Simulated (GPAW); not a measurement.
**Rh L₃-edge XANES of Rh (Rhodium, Fm-3m)**

Aim: the near-edge shape at the Rh L₃ edge of Rh (Rhodium, Fm-3m), and what the core hole does to it.

Program: GPAW 26.7.0. Level of theory: X-ray absorption from dipole matrix elements to empty bands, plane-wave PAW PBE. Results are calculated unless marked as measured.

The database entry behind the starting cell differs from later determinations by our own check (an axis about 0.2 % short against later determinations), so it need not match the best structure at ambient conditions.

## Step 1: Set-up

The structure is cubic, space group Fm-3m (No. 225). The conventional cell has a = 3.796 Å, b = 3.796 Å, c = 3.796 Å, α = 90.00°, β = 90.00°, γ = 90.00°. Nearest to Rh lie 12 Rh at 2.68 Å.

Structure file:

```
Rh
1.0
     0.00000    1.89785    1.89785
     1.89785    0.00000    1.89785
     1.89785    1.89785    0.00000
Rh
1
Direct
  0.00000 0.00000 0.00000
```

## Step 2: The field without a hole

The ground state comes first: it tells whether the system has a gap, which decides how the excited electron is treated.

Input file scf.py:

```python
import numpy as np
from ase import Atoms
from ase.parallel import parprint, paropen
from gpaw import GPAW, PW, FermiDirac, Mixer, MixerDif, setup_paths
from gpaw.test import gen
setup_paths.insert(0, '.')
gen('Rh', name='nch2p', xcname='PBE', corehole=(2, 1, 0), write_xml=True)
from gpaw.mpi import world
world.barrier()

atoms = Atoms('Rh',
    cell=[[0, 1.89785, 1.89785],
     [1.89785, 0, 1.89785],
     [1.89785, 1.89785, 0]],
    scaled_positions=[[0, 0, 0]],
    pbc=True)
atoms.calc = calc = GPAW(legacy_gpaw=True, mode=PW(430), xc='PBE', setups={0: 'nch2p'},
    kpts={'size': (11, 11, 11), 'gamma': True}, occupations=FermiDirac(0.05),
    charge=0, mixer=Mixer(0.1, 5, 50), maxiter=150,
    convergence={'density': 0.0001}, txt='scf.txt')
energy = atoms.get_potential_energy() + calc.get_reference_energy()
ef = calc.get_fermi_level()
out = dict(energy=energy, fermi=ef, forces=atoms.get_forces().tolist())
parprint(f'all-electron energy {energy:.4f} eV, Fermi level {ef:.4f} eV')
ev = np.array([[calc.get_eigenvalues(k, s) for k in range(len(calc.get_ibz_k_points()))] for s in range(calc.get_number_of_spins())])
out['homo'], out['lumo'], out['counts'] = ev[ev < ef].max(), ev[ev > ef].min(), sorted(set((ev < ef).sum((0, 2)).tolist()))
out['filled'] = (ev[:, 0] < ef).sum(1).tolist()
import json
with paropen('out.json', 'w') as f:
    json.dump(out, f)
```

The run is started by

```
> OMP_NUM_THREADS=1 mpirun -n 4 gpaw python scf.py
```

Numbers of over 12 decimals in the logs are rounded to 6 here.

Output:

```text
Input parameters:
  convergence: {density: 0.0001}
  kpts: {gamma: True,
         size: (11, 11, 11)}
  maxiter: 150
  mixer: {backend: pulay,
          beta: 0.1,
          method: separate,
          nmaxold: 5,
          weight: 50}
  mode: {ecut: 430.0,
         name: pw}
  occupations: {fixmagmom: False,
                name: fermi-dirac,
                width: 0.05}
  setups: {0: nch2p}
  xc: PBE

Initialize ...

[... PAW data sets ...]

Reference energy: -130134.648220  # eV

Spin-paired calculation

[... convergence settings ...]
Symmetries present (total): 48
  [... symmetry matrices ...]

1331 k-points: 11 x 11 x 11 Monkhorst-Pack grid
56 k-points in the irreducible part of the Brillouin zone
       k-points in crystal coordinates                weights
   0:     0.00000000    0.00000000    0.00000000          1/1331
   1:     0.09090909    0.09090909    0.00000000          6/1331
   2:     0.09090909    0.09090909    0.09090909          8/1331
   3:     0.18181818    0.09090909    0.09090909         12/1331
   4:     0.18181818    0.18181818    0.00000000          6/1331
   5:     0.18181818    0.18181818    0.09090909         24/1331
   6:     0.18181818    0.18181818    0.18181818          8/1331
   7:     0.27272727    0.18181818    0.09090909         24/1331
   8:     0.27272727    0.18181818    0.18181818         24/1331
   9:     0.27272727    0.27272727    0.00000000          6/1331
          ...
  55:     0.45454545    0.45454545    0.45454545          8/1331

Wave functions: Plane wave expansion
  Cutoff energy: 430.000 eV
  Number of coefficients (min, max): 269, 291
  Pulay-stress correction: 0.000000 eV/Ang^3 (de/decut=0.000000)
  Using FFTW library
  Wavefunction extrapolation:
    Improved wavefunction reuse through dual PAW basis

Occupation numbers: Fermi-Dirac:
  width: 0.0500  # eV

Eigensolver
   Davidson(niter=2)

Densities:
  Coarse grid: 14*14*14 grid
  Fine grid: 28*28*28 grid
  Total Charge: 0.000000

Density mixing:
  Method: separate
  Backend: pulay
  Linear mixing parameter: 0.1
  old densities: 5
  Width of damping distribution: 1.1
  Damping of long wavelength oscillations: 50

[... Hamiltonian set-up ...]
Number of atoms: 1
Number of atomic orbitals: 12
Number of bands in calculation: 12
Number of valence electrons: 15
Bands to converge: occupied

... initialized

Initializing position-dependent things.

Density initialized from atomic densities
Creating initial wave functions:
  12 bands from LCAO basis set

       Rh

Atomic positions and initial magnetic moments

Positions:
   0 Rh     0.000000    0.000000    0.000000    ( 0.0000,  0.0000,  0.0000)

Unit cell:
           periodic     x           y           z      points  spacing
  1. axis:    yes    0.000000    1.897850    1.897850    14     0.1565
  2. axis:    yes    1.897850    0.000000    1.897850    14     0.1565
  3. axis:    yes    1.897850    1.897850    0.000000    14     0.1565

  Lengths:   2.683965   2.683965   2.683965
  Angles:   60.000000  60.000000  60.000000

Effective grid spacing dv^(1/3) = 0.1708

iter:   1    -7.855460
iter:   2    -7.628478   -2.04  -1.35
iter:   3    -7.299230   -1.49  -1.44
iter:   4    -7.293417   -3.80  -2.18
iter:   5    -7.278849   -3.08  -2.22
iter:   6    -7.278864   -2.96  -2.53
iter:   7    -7.277289c  -3.51  -2.68
iter:   8    -7.277458c  -4.51  -3.47
iter:   9    -7.277244c  -4.92  -3.13
iter:  10    -7.277237c  -5.06  -3.88
iter:  11    -7.277248c  -5.68  -3.53
iter:  12    -7.277248c  -7.50c -5.05c

Converged after 12 iterations.

Dipole moment: (-0.000000, 0.000000, -0.000000) |e|*Ang

Energy contributions relative to reference atoms: (reference = -130134.648220)

Kinetic:         -1.674630
Potential:       -0.532826
External:        +0.000000
XC:              -5.014448
Entropy (-ST):   -0.013594
Local:           -0.048547
SIC:             +0.000000
--------------------------
Free energy:     -7.284045
Extrapolated:    -7.277248

Showing only first 2 kpts
 Kpt  Band  Eigenvalues  Occupancy
  0     5      8.85740    2.00000
  0     6      8.85740    2.00000
  0     7     10.95214    2.00000
  0     8     10.95214    2.00000

  1     5      9.08581    2.00000
  1     6      9.08581    2.00000
  1     7     10.64752    2.00000
  1     8     11.06315    2.00000

Fermi level: 11.94252

No gap
No difference between direct/indirect transitions

Forces in eV/Ang:
  0 Rh    0.00000   -0.00000   -0.00000
Scalar-relativistic atomic PBE calculation for Rh (Rhodium, Z=45)
Core hole in 2p state (2p occupation: 6.0)
750 radial gridpoints.
|------------------------------------------------|
|------------------------------------------------|
[... the atom generator's iteration count ...]

Energy contributions:
-------------------------
Kinetic:    +4949.758455
XC:          -138.472957
Potential:  -9593.645650
-------------------------
Total:      -4782.360153

state      eigenvalue         ekin         rmax
-----------------------------------------------
1s^2.0 :  -845.895156  1073.903078        0.021
2s^2.0 :  -122.667619   219.735766        0.120
2p^6.0 :  -110.008312   210.418363        0.096
3s^2.0 :   -21.920352    59.884444        0.352
3p^6.0 :   -17.746087    55.516909        0.345
3d^10.0:   -11.047576    49.675023        0.291
4s^2.0 :    -3.029263    14.451781        0.882
4p^6.0 :    -1.853221    11.861332        0.944
4d^8.0 :    -0.218353     6.123815        1.147
5s^1.0 :    -0.157901     1.287938        2.650
5p^0.0 :    -0.031305     0.450854        3.909
-----------------------------------------------
(units: Bohr and Hartree)

Generating PAW setup
Kinetic energy of the core from tauc = 4938.728211843386
Cutoffs:
rc(s)=2.400
rc(p)=2.610
rc(d)=2.350
rc(vbar)=2.390
rc(comp)=2.290
rc(nct)=2.610

Kinetic energy of the core states: 4828.312005
Charge: 0.0
Core electrons: 30.0
Valence electrons: 15.0
Pseudo-core charge: 0.089133
Shape function alpha=1.907
Pseudo-electron charge 5.850128
state    eigenvalue         norm
--------------------------------
5s(1) :    -0.157901     1.016532
*s    :     0.842099
4p(6) :    -1.853221     0.119901
5p(0) :    -0.031305     0.998431
4d(8) :    -0.218353     0.503132
*d    :     0.781647
--------------------------------

Diagonalizing with gridspacing h=0.050

state   all-electron     PAW
-------------------------------
5s:      -0.157901    -0.158028
4p:      -1.853221    -1.853430
4d:      -0.218353    -0.219202
*f:                    0.068044
-------------------------------
all-electron energy -130141.9255 eV, Fermi level 11.9425 eV
```

Wall time 4.8 s (4 MPI ranks of Arm Neoverse V2, shared host); peak memory 0.15 GiB.

The mesh shows no gap, so the system is treated as a metal and the core electron is put at the Fermi level (neutral cell).

## Step 3: Spectrum without a core hole, Rh atom 1

Without a hole the spectrum is the empty density of states of the right symmetry on the absorber, weighted by matrix elements. It needs only the small cell and serves as the baseline. The data set with a hole of occupation 0 only carries the core orbital.

The absorber has 12 Rh at 2.68 Å (cuboctahedral, site symmetry m-3m).

Input file xas.py:

```python
import numpy as np
from ase import Atoms
from ase.parallel import parprint, paropen
from gpaw import GPAW, PW, FermiDirac, Mixer, MixerDif, setup_paths
from gpaw.test import gen
setup_paths.insert(0, '.')
gen('Rh', name='nch2p', xcname='PBE', corehole=(2, 1, 0), write_xml=True)
from gpaw.mpi import world
world.barrier()

atoms = Atoms('Rh',
    cell=[[0, 1.89785, 1.89785],
     [1.89785, 0, 1.89785],
     [1.89785, 1.89785, 0]],
    scaled_positions=[[0, 0, 0]],
    pbc=True)
atoms.calc = calc = GPAW(legacy_gpaw=True, mode=PW(430), xc='PBE', setups={0: 'nch2p'},
    kpts={'size': (15, 15, 15), 'gamma': True}, occupations=FermiDirac(0.1),
    charge=0, mixer=Mixer(0.1, 5, 50), maxiter=150,
    convergence={'density': 0.0001}, txt='scf.txt')
energy = atoms.get_potential_energy() + calc.get_reference_energy()
ef = calc.get_fermi_level()
out = dict(energy=energy, fermi=ef, forces=atoms.get_forces().tolist())
parprint(f'all-electron energy {energy:.4f} eV, Fermi level {ef:.4f} eV')
ev = np.array([[calc.get_eigenvalues(k, s) for k in range(len(calc.get_ibz_k_points()))] for s in range(calc.get_number_of_spins())])
out['homo'], out['lumo'], out['counts'] = ev[ev < ef].max(), ev[ev > ef].min(), sorted(set((ev < ef).sum((0, 2)).tolist()))
out['filled'] = (ev[:, 0] < ef).sum(1).tolist()

from ase.units import Ha
from gpaw.xas import dipole_matrix_elements
nb = int(calc.get_number_of_electrons() / 2) + 17
top = nb
nscf = calc.fixed_density(kpts={'size': (12, 12, 12), 'gamma': True},
    convergence={'eigenstates': 1.0}, txt='nscf.txt')
nscf.diagonalize_full_hamiltonian(nbands=nb)
cell = atoms.cell.array
ops = [cell.T @ U.T @ np.linalg.inv(cell.T) for U in nscf.wfs.kd.symmetry.op_scc]
E = np.arange(-25, 34, 0.1)
fwhm = np.interp(E, [4, 25], [2.13, 3.5])
Y, X, zero, highest = 0, 0, 1e9, 1e9
for spin in range(nscf.get_number_of_spins()):
    wfs = nscf.wfs
    A = dipole_matrix_elements(wfs.setups[0])
    eps = np.zeros((wfs.kd.nibzkpts, nb))
    d = np.zeros((3, A.shape[1], wfs.kd.nibzkpts, nb), complex)
    for kpt in wfs.kpt_u:
        if kpt.s == spin and 0 in kpt.P_ani:
            eps[kpt.k] = kpt.eps_n * Ha
            d[:, :, kpt.k] = (kpt.weight * wfs.nspins / 2) ** 0.5 * np.inner(A, kpt.P_ani[0])
    world.sum(eps)
    world.sum(d)
    T = np.einsum('amkn,bmkn->abkn', d, d.conj()).real
    T = sum(np.einsum('ai,ijkn,bj->abkn', R, T, R) for R in ops) / len(ops)
    empty = eps > ef
    zero, highest = min(zero, eps[empty].min()), min(highest, eps[:, top - 1].min())
    lines = [(eps, T, empty)] if spin == 0 else lines + [(eps, T, empty)]
for eps, T, empty in lines:
    f = np.einsum('aakn->akn', T).reshape(3, -1)
    x = eps.ravel() - zero
    w = np.interp(x, E, fwhm) / 2.35482
    g = np.exp(-0.5 * ((E[:, None] - x) / w) ** 2) / (w * (2 * np.pi) ** 0.5)
    Y = Y + (f * empty.ravel()) @ g.T
    X = X + (f * ~empty.ravel()) @ g.T
out.update(E=E.round(2).tolist(), xas=Y.tolist(), xes=X.tolist(), zero=zero, valid=highest - zero, nk=len(eps), nb=nb)
for i in range(0, len(E), 10):
    parprint(f'{E[i]:7.2f}', *(f'{v:10.3e}' for v in Y[:, i]))
import json
with paropen('out.json', 'w') as f:
    json.dump(out, f)
```

The run is started by

```
> OMP_NUM_THREADS=1 mpirun -n 4 gpaw python xas.py
```

Output:

```text
Input parameters:
  convergence: {density: 0.0001}
  kpts: {gamma: True,
         size: (15, 15, 15)}
  maxiter: 150
  mixer: {backend: pulay,
          beta: 0.1,
          method: separate,
          nmaxold: 5,
          weight: 50}
  mode: {ecut: 430.0,
         name: pw}
  occupations: {fixmagmom: False,
                name: fermi-dirac,
                width: 0.1}
  setups: {0: nch2p}
  xc: PBE

Initialize ...

[...]
*d    :     0.781647
--------------------------------

Diagonalizing with gridspacing h=0.050

state   all-electron     PAW
-------------------------------
5s:      -0.157901    -0.158028
4p:      -1.853221    -1.853430
4d:      -0.218353    -0.219202
*f:                    0.068044
-------------------------------
all-electron energy -130141.9347 eV, Fermi level 11.9314 eV
[...]
32.00  5.591e-06  5.591e-06  5.591e-06
  33.00  4.510e-06  4.510e-06  4.510e-06
[key lines of the parts left out:]
Converged after 16 iterations.
Dipole moment: (-0.000000, -0.000000, -0.000000) |e|*Ang
Free energy:     -7.308236
Fermi level: 11.93144
```

Elapsed: 7.7 s, on 4 MPI ranks; peak memory 0.18 GiB.

The Rh L₃ spectrum, Rh atom 1, no core hole (energy from the lowest empty level; intensity scaled to a mean of 1 over the first 20 eV):

```csv
E (eV),intensity
-2.00,0.14
-1.25,0.79
-0.50,2.36
0.25,3.80
1.00,3.48
1.75,2.04
2.50,1.11
3.25,0.83
4.00,0.72
4.75,0.64
5.50,0.57
6.25,0.48
7.00,0.44
7.75,0.51
8.50,0.63
9.25,0.70
10.00,0.69
10.75,0.68
11.50,0.74
12.25,0.86
13.00,0.95
13.75,1.00
14.50,1.03
15.25,1.04
16.00,1.04
16.75,0.99
17.50,0.87
18.25,0.72
19.00,0.59
19.75,0.53
20.50,0.57
21.25,0.67
22.00,0.75
22.75,0.77
23.50,0.70
24.25,0.60
25.00,0.53
25.75,0.53
26.50,0.61
27.25,0.73
28.00,0.85
28.75,0.94
29.50,0.97
30.25,0.94
31.00,0.86
31.75,0.76
```

Main maxima below 30 eV (height): 0.4 eV (3.91), 15.6 eV (1.05), 22.4 eV (0.77) and 29.6 eV (0.97). At an L edge the dipole rule selects empty d (and weakly s) states on the absorber, and the strong line at the onset measures the empty part of its d band.

The same matrix elements for filled bands give the Rh L₃ emission of Rh atom 1 (ground-state approximation; energy from the lowest empty level, largest value 1):

| E (eV) | emission |
| --- | --- |
| -24.00 | 0.00 |
| -23.25 | 0.00 |
| -22.50 | 0.00 |
| -21.75 | 0.00 |
| -21.00 | 0.00 |
| -20.25 | 0.00 |
| -19.50 | 0.00 |
| -18.75 | 0.00 |
| -18.00 | 0.00 |
| -17.25 | 0.00 |
| -16.50 | 0.00 |
| -15.75 | 0.00 |
| -15.00 | 0.00 |
| -14.25 | 0.00 |
| -13.50 | 0.00 |
| -12.75 | 0.00 |
| -12.00 | 0.00 |
| -11.25 | 0.00 |
| -10.50 | 0.00 |
| -9.75 | 0.00 |
| -9.00 | 0.00 |
| -8.25 | 0.01 |
| -7.50 | 0.04 |
| -6.75 | 0.15 |
| -6.00 | 0.36 |
| -5.25 | 0.57 |
| -4.50 | 0.71 |
| -3.75 | 0.84 |
| -3.00 | 0.96 |
| -2.25 | 1.00 |
| -1.50 | 0.95 |
| -0.75 | 0.77 |
| 0.00 | 0.46 |
| 0.75 | 0.18 |
| 1.50 | 0.04 |
| 2.25 | 0.00 |
| 3.00 | 0.00 |

Emission maxima: -2.2 eV (1.00).

## Step 4: Supercell without a hole, the energy reference

The photon energy needs a difference of total energies, so the cell and mesh of the coming hole run are first run without a hole.

Changes to scf.py since step 2:

```diff
@@ -10,10 +10,25 @@
 
-atoms = Atoms('Rh',
-    cell=[[0, 1.89785, 1.89785],
-     [1.89785, 0, 1.89785],
-     [1.89785, 1.89785, 0]],
-    scaled_positions=[[0, 0, 0]],
+atoms = Atoms('Rh16',
+    cell=[[3.7957, 3.7957, 3.7957],
+     [3.7957, -3.7957, 3.7957],
+     [3.7957, 3.7957, -3.7957]],
+    scaled_positions=[[0, 0, 0],
+     [0.25, 0, 0.25],
+     [0.25, 0.25, 0],
+     [0.5, 0, 0.5],
+     [0.5, 0.25, 0.25],
+     [0.5, 0.5, 0],
+     [0, 0.25, 0.75],
+     [0, 0.5, 0.5],
+     [0, 0.75, 0.25],
+     [0.75, 0, 0.75],
+     [0.75, 0.25, 0.5],
+     [0.75, 0.5, 0.25],
+     [0.75, 0.75, 0],
+     [0.25, 0.5, 0.75],
+     [0.25, 0.75, 0.5],
+     [0.5, 0.75, 0.75]],
     pbc=True)
 atoms.calc = calc = GPAW(legacy_gpaw=True, mode=PW(430), xc='PBE', setups={0: 'nch2p'},
-    kpts={'size': (11, 11, 11), 'gamma': True}, occupations=FermiDirac(0.05),
+    kpts={'size': (5, 5, 5), 'gamma': True}, occupations=FermiDirac(0.1),
     charge=0, mixer=Mixer(0.1, 5, 50), maxiter=150,
```

The run is started by

```
> OMP_NUM_THREADS=1 mpirun -n 4 gpaw python scf.py
```

Output:

```text
Input parameters:
  convergence: {density: 0.0001}
  kpts: {gamma: True,
         size: (5, 5, 5)}
  maxiter: 150
  mixer: {backend: pulay,
          beta: 0.1,
          method: separate,
          nmaxold: 5,
          weight: 50}
  mode: {ecut: 430.0,
         name: pw}
  occupations: {fixmagmom: False,
                name: fermi-dirac,
                width: 0.1}
  setups: {0: nch2p}
  xc: PBE

Initialize ...

[...]
*s    :     0.842099
4p(6) :    -1.853221     0.119901
5p(0) :    -0.031305     0.998431
4d(8) :    -0.218353     0.503132
*d    :     0.781647
--------------------------------

Diagonalizing with gridspacing h=0.050

state   all-electron     PAW
-------------------------------
5s:      -0.157901    -0.158028
4p:      -1.853221    -1.853430
4d:      -0.218353    -0.219202
*f:                    0.068044
-------------------------------
all-electron energy -2082270.8952 eV, Fermi level 11.9281 eV
[key lines of the parts left out:]
Converged after 14 iterations.
Dipole moment: (0.000000, -0.000000, 0.000000) |e|*Ang
Free energy:   -116.908136
Fermi level: 11.92813
```

The job ended after 59 s (4 MPI ranks; peak memory 0.29 GiB).

Reference energy: -2082270.895 eV with the cores included.

[end of part 1 of 3]

[Banner, clock and machine lines of the logs are left out without a mark of their own.]

[Logs are printed without paths, hosts, clocks, repeated set-up lines and the standing remarks that a program may print on its own settings, such as how far it seeks lower states.]

[Hosts, paths, dates, database ids (printed as entryN), source tags and the programs' standing remarks are cut or masked in the printed files.]

[Lists of maxima count a maximum above −3 eV only where it reaches 4 % of the highest in the window and stands out from its surroundings by 2 % of it (1.5 % where it reaches 55 %); shoulders and weaker maxima are passed over, and of the rest the first, up to two pre-edge ones and the few strongest are named.]
